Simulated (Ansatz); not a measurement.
# Cl-CC-Cl chair monolayer in a perpendicular field, part 3 of 4

What dipole does a perpendicular field induce in the Cl-CC-Cl chair monolayer, and does the gap follow? A positive field points along +c.

Ansatz 0.2.0; plane-wave DFT, PBEsol-D3(BJ), Ansatz PAW (the session's first sound run).

So far, gap along the path (eV): step 3 (atoms held, field 0) 1.32; step 5 (field -0.1 V/Å) 1.31; step 6 (field 0.2 V/Å) 1.30; step 7 (field -0.2 V/Å) 1.30; step 8 (field 0.35 V/Å) 1.26.

## (9) Response, atoms held

This step: plane-wave DFT, PBEsol-D3(BJ), Ansatz PAW; response to a field along the normal, atoms held (Ansatz 0.2.0).

The dipoles give the slope, and the difference of two potentials shows where the field is screened.

Numbers from this step:

```yaml
equivalent_conductor_thickness_p_eps_0ae: 5.460 Å
distance_between_the_outer_atoms: 3.986 Å
```

Table of dipole of the cell by applied field:

```csv
applied field (V/Å),dipole of the cell (e·Å)
-0.200,-0.0428
-0.100,-0.0214
0.000,0
0.100,0.0214
0.200,0.0427
0.350,0.0748
```

Local field over the applied field, running mean. From the potentials at -0.1 and 0.1 V/Å; running mean over 2.5 Å. Local field over applied field against z:

z (Å), local field over applied field and a bar:
```
      4.5      1.000 ##############################
      5.0      0.999 ##############################
      5.5      0.997 ##############################
      6.0      0.989 ##############################
      6.5      0.960 #############################
      7.0      0.878 ##########################
      7.5      0.719 #####################
      8.0      0.530 ###############
      8.5      0.354 #########
      9.0      0.211 ####
      9.5      0.125 #
     10.0      0.089 
     10.5      0.113 #
     11.0      0.125 #
     11.5      0.112 #
     12.0      0.089 
     12.5      0.127 #
     13.0      0.215 ####
     13.5      0.358 #########
     14.0      0.535 ###############
     14.5      0.725 #####################
     15.0      0.881 ##########################
     15.5      0.961 #############################
     16.0      0.989 ##############################
     16.5      0.997 ##############################
     17.0      0.999 ##############################
     17.5      1.000 ##############################
```

Electrons, planar mean, per unit field. Table of induced electron density by z:

```
z (Å)  induced electron density (e/Å³ per V/Å)
  4.5                                   6.7e-7
  5.0                                   2.6e-6
  5.5                                   1.0e-5
  6.0                                   3.9e-5
  6.5                                   1.5e-4
  7.0                                   5.5e-4
  7.5                                  0.00179
  8.0                                  0.00417
  8.5                                  0.00393
  9.0                                  -3.4e-4
  9.5                                  -2.4e-4
 10.0                                 -0.00113
 10.5                                  0.00136
 11.0                                  -1.2e-4
 11.5                                 -0.00121
 12.0                                  0.00114
 12.5                                   2.5e-4
 13.0                                   2.6e-4
 13.5                                 -0.00400
 14.0                                 -0.00411
 14.5                                 -0.00173
 15.0                                  -5.3e-4
 15.5                                  -1.4e-4
 16.0                                  -3.8e-5
 16.5                                  -9.7e-6
 17.0                                  -2.4e-6
 17.5                                  -6.5e-7
```

The smaller of the gaps on the path and on the k-mesh, counted as 0 under 0.03 eV. Gap against applied field:

```csv
applied field (V/Å),gap (eV)
-0.200,1.30
-0.100,1.31
0.000,1.32
0.100,1.31
0.200,1.30
0.350,1.26
```

By hand: between -0.1 and 0.1 V/Å the dipole changes by 0.04275 e·Å, a slope of 0.2137 e·Å²/V. A perfect conductor of thickness t has p = ε₀AEt, so t = 180.95 × 0.2137 / 7.083 = 5.46 Å (e/ε₀ = 180.95 V·Å, A in Å²).

The induced dipole is that of a conductor 5.46 Å thick.

## (10) Field on, atoms free, field 0.1 V/Å

This step: plane-wave DFT, PBEsol-D3(BJ), Ansatz PAW (Ansatz 0.2.0).

Now the atoms may follow the field. A weak field makes forces of meV/Å to tens of meV/Å, so the force tolerance is set well below the usual one.

Input file input.yaml:

```yaml
crystal:
  lattice:
    - [2.8597829194, 0.0, 0.0]
    - [-1.4298914597, 2.4766446576, 0.0]
    - [0.0, 0.0, 21.9858043131]
  atoms:
    - { symbol: Cl, position: [0.6666666667, 0.3333333333, 0.4093550489] }
    - { symbol: C, position: [0.6666666667, 0.3333333333, 0.4886703482] }
    - { symbol: C, position: [0.3333333333, 0.6666666667, 0.5113296518] }
    - { symbol: Cl, position: [0.3333333333, 0.6666666667, 0.5906449511] }
kpoints:
  mp_grid: { grid: [18, 18, 1] }
hamiltonian:
  xc: pbesol
  dispersion: d3bj
scf:
  occupations: { method: fermi_dirac, width: 0.05 }
  convergence: { dr2_threshold: 1.0e-10 }
efield:
  axis: 3
  dipole_correction: true
  ramp_position: 0.97
  ramp_width: 0.06
  amplitude: 0.1
relax:
  f_tol: 0.001
  max_steps: 60
output:
  write_potential: true
  write_density: true
  volumetric_format: npy
```

Started as:

```console
ansatz run input.yaml --threads 2 --pin off --max-ram 3072MiB --backend cpu --events-out ev --progress --plain --runs-dir out
```

Numbers of over 12 decimals in the logs are rounded to 6 here.

Output:

```text
[...]
Crystal: 4 atoms, lattice volume = 155.718 Å³
Basis set: ecut = 420 eV, 3085 PW (Γ), exchange–correlation on 40×40×300 points (8 copies of the dense FFT grid, shifted against one another)
Bands: 15, of which v1, the nominal top of the filled ones, is band 11 counted from 1 (10 counted from 0)
Symmetry: 6 space group operations
k-points: 37 of 324 (time reversal used)
[...]
SCF iter   1: F=—  HF=-2613.182757 eV  |F-HF|=—  |Δ(HF+E_count)|=         —  Δρ=3.42e-2  dr2=1.19e0  ethr=3.10e-3  p=0.024 e·Å  D=2.76e-2 V/Å  ΔV_dip=-0.61 eV  dr2_dipole=8.50e-5  V_vac-E_F(+/−)=5.40/4.04 eV  ⟨swp⟩=8.5  Hψ=4026  notcnv=0
[...]
SCF iter  13: F=-2612.852161 eV  HF=-2612.852161 eV  |F-HF|=2.23e-11  |Δ(HF+E_count)|=  4.68e-11  Δρ=1.41e-7  dr2=3.94e-11  ethr=1.00e-12  p=0.021 e·Å  D=2.48e-2 V/Å  ΔV_dip=-0.55 eV  dr2_dipole=3.69e-12  V_vac-E_F(+/−)=3.67/2.25 eV  ⟨swp⟩=6.0  Hψ=3412  notcnv=0
SCF 1 converged in 13 iterations: F = -2612.852161 eV  dr2 = 3.94e-11
[...]
relax step   1: F+E_penalty+E_count = -2612.85216066 eV  Δ(F+E_penalty+E_count) = +0.000e0 eV  max|allowed force component| = 1.911e-2 eV/Å  Δτ_max = 0.0000 Å  (13 SCF iters, accepted)
[...]
SCF iter   7: F=-2612.852171 eV  HF=-2612.852171 eV  |F-HF|=5.46e-12  |Δ(HF+E_count)|=  2.09e-10  Δρ=6.54e-8  dr2=7.87e-12  ethr=1.00e-12  p=0.022 e·Å  D=2.50e-2 V/Å  ΔV_dip=-0.55 eV  dr2_dipole=1.07e-14  V_vac-E_F(+/−)=3.67/2.25 eV  ⟨swp⟩=6.0  Hψ=3393  notcnv=0
SCF 2 converged in 7 iterations: F = -2612.852171 eV  dr2 = 7.87e-12
relax step   2: F+E_penalty+E_count = -2612.85217102 eV  Δ(F+E_penalty+E_count) = -1.036e-5 eV  max|allowed force component| = 1.072e-2 eV/Å  Δτ_max = 0.0002 Å  (7 SCF iters, accepted)
SCF iter   1: F=—  HF=-2612.852181 eV  |F-HF|=—  |Δ(HF+E_count)|=         —  Δρ=3.38e-5  dr2=5.16e-6  ethr=2.33e-7  p=0.022 e·Å  D=2.50e-2 V/Å  ΔV_dip=-0.55 eV  dr2_dipole=1.36e-6  V_vac-E_F(+/−)=3.67/2.25 eV  ⟨swp⟩=2.2  Hψ=1484  notcnv=0
[...]
SCF iter   7: F=-2612.852176 eV  HF=-2612.852176 eV  |F-HF|=4.73e-11  |Δ(HF+E_count)|=  3.09e-10  Δρ=1.35e-7  dr2=4.55e-11  ethr=1.00e-12  p=0.022 e·Å  D=2.52e-2 V/Å  ΔV_dip=-0.55 eV  dr2_dipole=2.28e-13  V_vac-E_F(+/−)=3.67/2.25 eV  ⟨swp⟩=6.7  Hψ=3483  notcnv=0
SCF 3 converged in 7 iterations: F = -2612.852176 eV  dr2 = 4.55e-11
relax step   3: F+E_penalty+E_count = -2612.85217572 eV  Δ(F+E_penalty+E_count) = -4.697e-6 eV  max|allowed force component| = 1.365e-4 eV/Å  Δτ_max = 0.0002 Å  (7 SCF iters, accepted)
[...]
the band table was solved once a step of the walk had ended and its energy, with any forces and stress, was formed, with the checks that follow a solve (4074 applications of the Hamiltonian). They found nothing against the state; the energy, forces and stress were not computed again (output.eigenvalues in the input reference)
[...]
SCF converged after 7 iterations
Free energy (F): -2612.852176 eV
[...]
Internal energy: -2612.852176 eV  (E = F + TS)
E sigma→0 (E₀):  -2612.852176 eV
Entropy (-TS):   -0.000000 eV (-0.000 meV/atom)
Fermi energy:    0.997976 eV
Dipole field:    D = 0.025191 V/Å  (p = 0.021678 e·Å, saw-weighted, corrected)
Work function:   not extracted (applied field tilts the vacuum); planar V_es + V_field profile in the machine report
[...]
--- Forces (eV/Å), atoms counted from 1 ---
  atom   1  Cl     0.00000000    -0.00000000    -0.00012353
  atom   2  C      0.00000000     0.00000000    -0.00010685
  atom   3  C      0.00000000    -0.00000000     0.00009450
  atom   4  Cl     0.00000000     0.00000000     0.00013673
  max |Σ_I F_I| component: 8.48e-7 eV/Å
--- Band table (eV; the first three rows and the last of 37) ---
  k-point 0: bands = [... 7 lower, -0.9485, -0.9485, 0.3238, 0.3238, 1.6366, 2.2420, 3.0842, 3.8468]
  k-point 1: bands = [... 7 lower, -1.1756, -0.9807, 0.0797, 0.2737, 1.7206, 2.4412, 3.1421, 3.9058]
  k-point 2: bands = [... 7 lower, -1.7666, -1.0815, -0.5705, 0.1327, 1.9109, 2.7997, 3.2782, 4.0712]
  k-point 36: bands = [... 7 lower, -5.5335, -4.3670, -4.3429, -4.1239, 4.2708, 4.3164, 5.2341, 6.9060]
--- Relaxed structure (3 steps of the walk, 3 accepted, 0 SCFs on fresh bases) ---
  F+E_penalty+E_count = -2612.85217572 eV   max|allowed force component| = 1.365e-4 eV/Å
  atoms:
    - { symbol: Cl, position: [0.666667, 0.333333, 0.409337] }
    - { symbol: C, position: [0.666667, 0.333333, 0.488689] }
    - { symbol: C, position: [0.333333, 0.666667, 0.511348] }
    - { symbol: Cl, position: [0.333333, 0.666667, 0.590627] }
```

The job ended after 27 s (2 threads of Arm Neoverse N1, shared host; peak memory 0.37 GiB).

No atom moved by 0.005 Å in the relaxation.

This step gave:

```
dipole along the normal : 0.02168 e·Å
```

The relaxation took 3 steps and lowered the energy by 1.5e-5 eV; the largest force on the free atoms ends at 1.4e-4 eV/Å.

The dipole is 0.0217 e·Å, and the gap on the mesh 1.313 eV.

## (11) Relaxing in the field, field -0.1 V/Å

The opposite sign, again from the field-free geometry; the difference of the two cancels what relaxes without a field.

input.yaml, as its differences from that of step 10:

```diff
@@ -23,3 +23,3 @@
   ramp_width: 0.06
-  amplitude: 0.1
+  amplitude: -0.1
 relax:
```

Output:

```text
[...]
Crystal: 4 atoms, lattice volume = 155.718 Å³
Basis set: ecut = 420 eV, 3085 PW (Γ), exchange–correlation on 40×40×300 points (8 copies of the dense FFT grid, shifted against one another)
Bands: 15, of which v1, the nominal top of the filled ones, is band 11 counted from 1 (10 counted from 0)
Symmetry: 6 space group operations
k-points: 37 of 324 (time reversal used)
[...]
--- Relaxed structure (3 steps of the walk, 3 accepted, 0 SCFs on fresh bases) ---
  F+E_penalty+E_count = -2612.85217572 eV   max|allowed force component| = 1.350e-4 eV/Å
  atoms:
    - { symbol: Cl, position: [0.666667, 0.333333, 0.409373] }
    - { symbol: C, position: [0.666667, 0.333333, 0.488652] }
    - { symbol: C, position: [0.333333, 0.666667, 0.511311] }
    - { symbol: Cl, position: [0.333333, 0.666667, 0.590663] }
[key lines of the parts left out:]
SCF converged after 7 iterations
Free energy (F): -2612.852176 eV
Fermi energy:    0.997977 eV
Dipole field:    D = -0.025191 V/Å  (p = -0.021678 e·Å, saw-weighted, corrected)
```

The job ended after 29 s (2 threads; peak memory 0.36 GiB).

No atom moved by 0.005 Å in the relaxation.

Numbers from this step:

* dipole along the normal: -0.02168 e·Å

The relaxation took 3 steps and lowered the energy by 1.5e-5 eV; the largest force on the free atoms ends at 1.4e-4 eV/Å.

The dipole is -0.0217 e·Å, and the gap on the mesh 1.313 eV.

## (12) Response, atoms relaxed

This step: plane-wave DFT, PBEsol-D3(BJ), Ansatz PAW; response to a field along the normal, atoms relaxed (Ansatz 0.2.0).

The same analysis on the two relaxed runs holds the ionic part too; their mesh is coarser, so small differences from the held value can come from that.

This step gave:

```
equivalent conductor thickness p/(ε₀AE) : 5.538 Å
```

The dipole of the cell by applied field:

```csv
applied field (V/Å),dipole of the cell (e·Å)
-0.1000,-0.0217
0.1000,0.0217
```

Local field over the applied field, running mean. From the potentials at -0.1 and 0.1 V/Å; running mean over 2.5 Å. Table of local field over applied field by z:

| z (Å) | local field over applied field |
| --- | --- |
| 4.5 | 1.000 |
| 5.0 | 0.999 |
| 5.5 | 0.997 |
| 6.0 | 0.988 |
| 6.5 | 0.956 |
| 7.0 | 0.852 |
| 7.5 | 0.702 |
| 8.0 | 0.552 |
| 8.5 | 0.388 |
| 9.0 | 0.247 |
| 9.5 | 0.164 |
| 10.0 | 0.0603 |
| 10.5 | 0.0285 |
| 11.0 | 0.0269 |
| 11.5 | 0.0285 |
| 12.0 | 0.0622 |
| 12.5 | 0.166 |
| 13.0 | 0.250 |
| 13.5 | 0.393 |
| 14.0 | 0.556 |
| 14.5 | 0.707 |
| 15.0 | 0.857 |
| 15.5 | 0.957 |
| 16.0 | 0.989 |
| 16.5 | 0.997 |
| 17.0 | 0.999 |
| 17.5 | 1.000 |

Electrons, planar mean, per unit field. Table of induced electron density by z:

z (Å), induced electron density (e/Å³ per V/Å) and a bar from the least value:
```
      4.5    0.00000 ###############
      5.0    0.00000 ###############
      5.5    0.00001 ###############
      6.0    0.00004 ###############
      6.5    0.00016 ###############
      7.0    0.00059 ################
      7.5    0.00209 ###################
      8.0    0.00585 ###########################
      8.5    0.00733 ##############################
      9.0   -0.00047 ##############
      9.5   -0.00366 ########
     10.0   -0.00469 ######
     10.5   -0.00235 ##########
     11.0   -0.00002 ###############
     11.5    0.00251 ####################
     12.0    0.00470 #########################
     12.5    0.00355 ######################
     13.0    0.00035 ################
     13.5   -0.00742 
     14.0   -0.00572 ###
     14.5   -0.00201 ###########
     15.0   -0.00057 ##############
     15.5   -0.00015 ###############
     16.0   -0.00004 ###############
     16.5   -0.00001 ###############
     17.0    0.00000 ###############
     17.5    0.00000 ###############
```

The induced dipole is that of a conductor 5.54 Å thick.

## (13) Same geometry, cutoff 420 eV, functional LDA

This step: plane-wave DFT, LDA, Ansatz PAW (Ansatz 0.2.0).

The geometry is kept and the functional is LDA; other changes against the main runs: SCF threshold 1.0e-10 → 1.0e-09 eV, k-mesh 24×24×1 → 12×12×1 and no dispersion term, which doesn't act on the electrons.

input.yaml, the sections that differ from step 11:

```yaml
kpoints:
  mp_grid: { grid: [12, 12, 1] }
hamiltonian:
  xc: lda
scf:
  occupations: { method: fermi_dirac, width: 0.05 }
  convergence: { dr2_threshold: 1.0e-09 }
efield:
  axis: 3
  dipole_correction: true
  ramp_position: 0.97
  ramp_width: 0.06
  amplitude: 0.1
# crystal, output: as in step 11
# relax: removed
```

Output:

```text
[...]
Crystal: 4 atoms, lattice volume = 155.718 Å³
Basis set: ecut = 420 eV, 3085 PW (Γ)
Bands: 15, of which v1, the nominal top of the filled ones, is band 11 counted from 1 (10 counted from 0)
Symmetry: 6 space group operations
k-points: 19 of 144 (time reversal used)
[...]
SCF iter   1: F=—  HF=-2571.915256 eV  |F-HF|=—  |Δ(HF+E_count)|=         —  Δρ=3.49e-2  dr2=1.28e0  ethr=3.10e-3  p=0.024 e·Å  D=2.76e-2 V/Å  ΔV_dip=-0.61 eV  dr2_dipole=9.40e-5  V_vac-E_F(+/−)=5.60/4.24 eV  ⟨swp⟩=8.5  Hψ=2062  notcnv=0
[...]
SCF iter  11: F=-2571.510093 eV  HF=-2571.510093 eV  |F-HF|=4.73e-11  |Δ(HF+E_count)|=   1.97e-9  Δρ=6.52e-7  dr2=2.36e-10  ethr=4.55e-12  p=0.021 e·Å  D=2.49e-2 V/Å  ΔV_dip=-0.55 eV  dr2_dipole=1.06e-13  V_vac-E_F(+/−)=3.90/2.48 eV  ⟨swp⟩=2.8  Hψ=1106  notcnv=0
SCF 1 converged in 11 iterations: F = -2571.510093 eV  dr2 = 2.36e-10
[...]
SCF converged after 11 iterations
Free energy (F): -2571.510093 eV
[...]
Internal energy: -2571.510093 eV  (E = F + TS)
E sigma→0 (E₀):  -2571.510093 eV
Entropy (-TS):   -0.000000 eV (-0.000 meV/atom)
Fermi energy:    0.778645 eV
Dipole field:    D = 0.024881 V/Å  (p = 0.021412 e·Å, saw-weighted, corrected)
Work function:   not extracted (applied field tilts the vacuum); planar V_es + V_field profile in the machine report
[...]
--- Band table (eV; the first three rows and the last of 19) ---
  k-point 0: bands = [... 7 lower, -1.1258, -1.1258, 0.1388, 0.1388, 1.3796, 2.1224, 2.8866, 3.7605]
  k-point 1: bands = [... 7 lower, -1.6136, -1.1989, -0.3888, 0.0285, 1.5451, 2.5035, 2.9960, 3.7969]
  k-point 2: bands = [... 7 lower, -2.7112, -1.6468, -1.4239, -0.2585, 1.9133, 2.5897, 3.3077, 4.3874]
  k-point 18: bands = [... 7 lower, -5.7251, -4.5554, -4.5287, -4.3197, 4.0524, 4.0867, 4.9705, 6.6254]
```

Run time: 8 s. Hardware: 2 threads; peak memory 0.31 GiB.

Numbers from this step:

```yaml
dipole_along_the_normal: 0.02141 e·Å
```

The dipole is 0.0214 e·Å.

## (14) Same geometry, cutoff 420 eV, functional LDA (run 2)

The same run in the opposite field.

input.yaml, as its differences from that of step 13:

```diff
@@ -22,3 +22,3 @@
   ramp_width: 0.06
-  amplitude: 0.1
+  amplitude: -0.1
 output:
```

Output:

```text
[...]
Crystal: 4 atoms, lattice volume = 155.718 Å³
Basis set: ecut = 420 eV, 3085 PW (Γ)
Bands: 15, of which v1, the nominal top of the filled ones, is band 11 counted from 1 (10 counted from 0)
Symmetry: 6 space group operations
k-points: 19 of 144 (time reversal used)
[...]
--- Band table (eV; the first three rows and the last of 19) ---
  k-point 0: bands = [... 7 lower, -1.1258, -1.1258, 0.1388, 0.1388, 1.3796, 2.1224, 2.8866, 3.7605]
  k-point 1: bands = [... 7 lower, -1.6136, -1.1989, -0.3888, 0.0285, 1.5451, 2.5035, 2.9960, 3.7969]
  k-point 2: bands = [... 7 lower, -2.7112, -1.6468, -1.4239, -0.2585, 1.9133, 2.5897, 3.3077, 4.3874]
  k-point 18: bands = [... 7 lower, -5.7251, -4.5554, -4.5286, -4.3197, 4.0524, 4.0867, 4.9705, 6.6254]
[key lines of the parts left out:]
SCF converged after 11 iterations
Free energy (F): -2571.510093 eV
Fermi energy:    0.778646 eV
Dipole field:    D = -0.024881 V/Å  (p = -0.021412 e·Å, saw-weighted, corrected)
```

The job ended after 7.7 s (2 threads; peak memory 0.31 GiB; 14 s of CPU time).

The dipole is -0.0214 e·Å.

## (15) Response at this level

This step: plane-wave DFT, LDA, Ansatz PAW; response to a field along the normal, atoms held (Ansatz 0.2.0).

The two signs of the field give the slope at this level.

This step gave:

```
equivalent conductor thickness p/(ε₀AE) : 5.470 Å
```

The induced dipole is that of a conductor 5.47 Å thick.

## (16) Same geometry, cutoff 420 eV, functional PBE

This step: plane-wave DFT, PBE, Ansatz PAW (Ansatz 0.2.0).

The geometry is kept and the functional is PBE; other changes against the main runs: SCF threshold 1.0e-10 → 1.0e-09 eV, k-mesh 24×24×1 → 12×12×1 and no dispersion term, which doesn't act on the electrons.

input.yaml, as its differences from that of step 14:

```diff
@@ -13,3 +13,3 @@
 hamiltonian:
-  xc: lda
+  xc: pbe
 scf:
@@ -22,3 +22,3 @@
   ramp_width: 0.06
-  amplitude: -0.1
+  amplitude: 0.1
 output:
```

Output:

```text
[...]
Crystal: 4 atoms, lattice volume = 155.718 Å³
Basis set: ecut = 420 eV, 3085 PW (Γ)
Bands: 15, of which v1, the nominal top of the filled ones, is band 11 counted from 1 (10 counted from 0)
Symmetry: 6 space group operations
k-points: 19 of 144 (time reversal used)
[...]
--- Band table (eV; the first three rows and the last of 19) ---
  k-point 0: bands = [... 7 lower, -0.9297, -0.9297, 0.3269, 0.3269, 1.6704, 2.2444, 3.0541, 3.8025]
  k-point 1: bands = [... 7 lower, -1.4062, -1.0029, -0.1930, 0.2179, 1.8302, 2.6515, 3.1707, 3.9387]
  k-point 2: bands = [... 7 lower, -2.4869, -1.4354, -1.2259, -0.0660, 2.1987, 2.8194, 3.5101, 4.4029]
  k-point 18: bands = [... 7 lower, -5.4356, -4.3114, -4.2842, -4.0566, 4.3241, 4.3589, 5.3831, 6.9312]
[key lines of the parts left out:]
SCF converged after 11 iterations
Free energy (F): -2657.844640 eV
Fermi energy:    1.017739 eV
Dipole field:    D = 0.024812 V/Å  (p = 0.021352 e·Å, saw-weighted, corrected)
```

Run time: 7.8 s. Hardware: 2 threads; peak memory 0.31 GiB.

The dipole is 0.0214 e·Å.

## (17) Same geometry, cutoff 420 eV, functional PBE (run 2)

The same run in the opposite field.

input.yaml, as its differences from that of step 16:

```diff
@@ -22,3 +22,3 @@
   ramp_width: 0.06
-  amplitude: 0.1
+  amplitude: -0.1
 output:
```

Output:

```text
[...]
Crystal: 4 atoms, lattice volume = 155.718 Å³
Basis set: ecut = 420 eV, 3085 PW (Γ)
Bands: 15, of which v1, the nominal top of the filled ones, is band 11 counted from 1 (10 counted from 0)
Symmetry: 6 space group operations
k-points: 19 of 144 (time reversal used)
[...]
--- Band table (eV; the first three rows and the last of 19) ---
  k-point 0: bands = [... 7 lower, -0.9297, -0.9297, 0.3270, 0.3270, 1.6704, 2.2444, 3.0541, 3.8025]
  k-point 1: bands = [... 7 lower, -1.4062, -1.0029, -0.1930, 0.2179, 1.8302, 2.6515, 3.1707, 3.9387]
  k-point 2: bands = [... 7 lower, -2.4869, -1.4353, -1.2259, -0.0660, 2.1987, 2.8195, 3.5101, 4.4029]
  k-point 18: bands = [... 7 lower, -5.4356, -4.3114, -4.2842, -4.0566, 4.3241, 4.3589, 5.3831, 6.9312]
[key lines of the parts left out:]
SCF converged after 12 iterations
Free energy (F): -2657.844640 eV
Fermi energy:    1.017744 eV
Dipole field:    D = -0.024816 V/Å  (p = -0.021356 e·Å, saw-weighted, corrected)
```

The job ended after 8.3 s (2 threads; peak memory 0.31 GiB).

The dipole is -0.0214 e·Å.

## (18) Response at this level

This step: plane-wave DFT, PBE, Ansatz PAW; response to a field along the normal, atoms held (Ansatz 0.2.0).

The induced dipole is that of a conductor 5.46 Å thick.

[end of part 3 of 4]

[Logs are printed without paths, hosts, clocks, repeated set-up lines and the standing remarks that a program may print on its own settings, such as how far it seeks lower states.]

[Hosts, paths, dates, database ids (printed as entryN), source tags and the programs' standing remarks are cut or masked in the printed files.]

[Maps of the electrostatic potential energy from Ansatz leave out the sawtooth potential of an applied field or a dipole correction, so their vacuum need not be flat; planar profiles and work functions include it.]
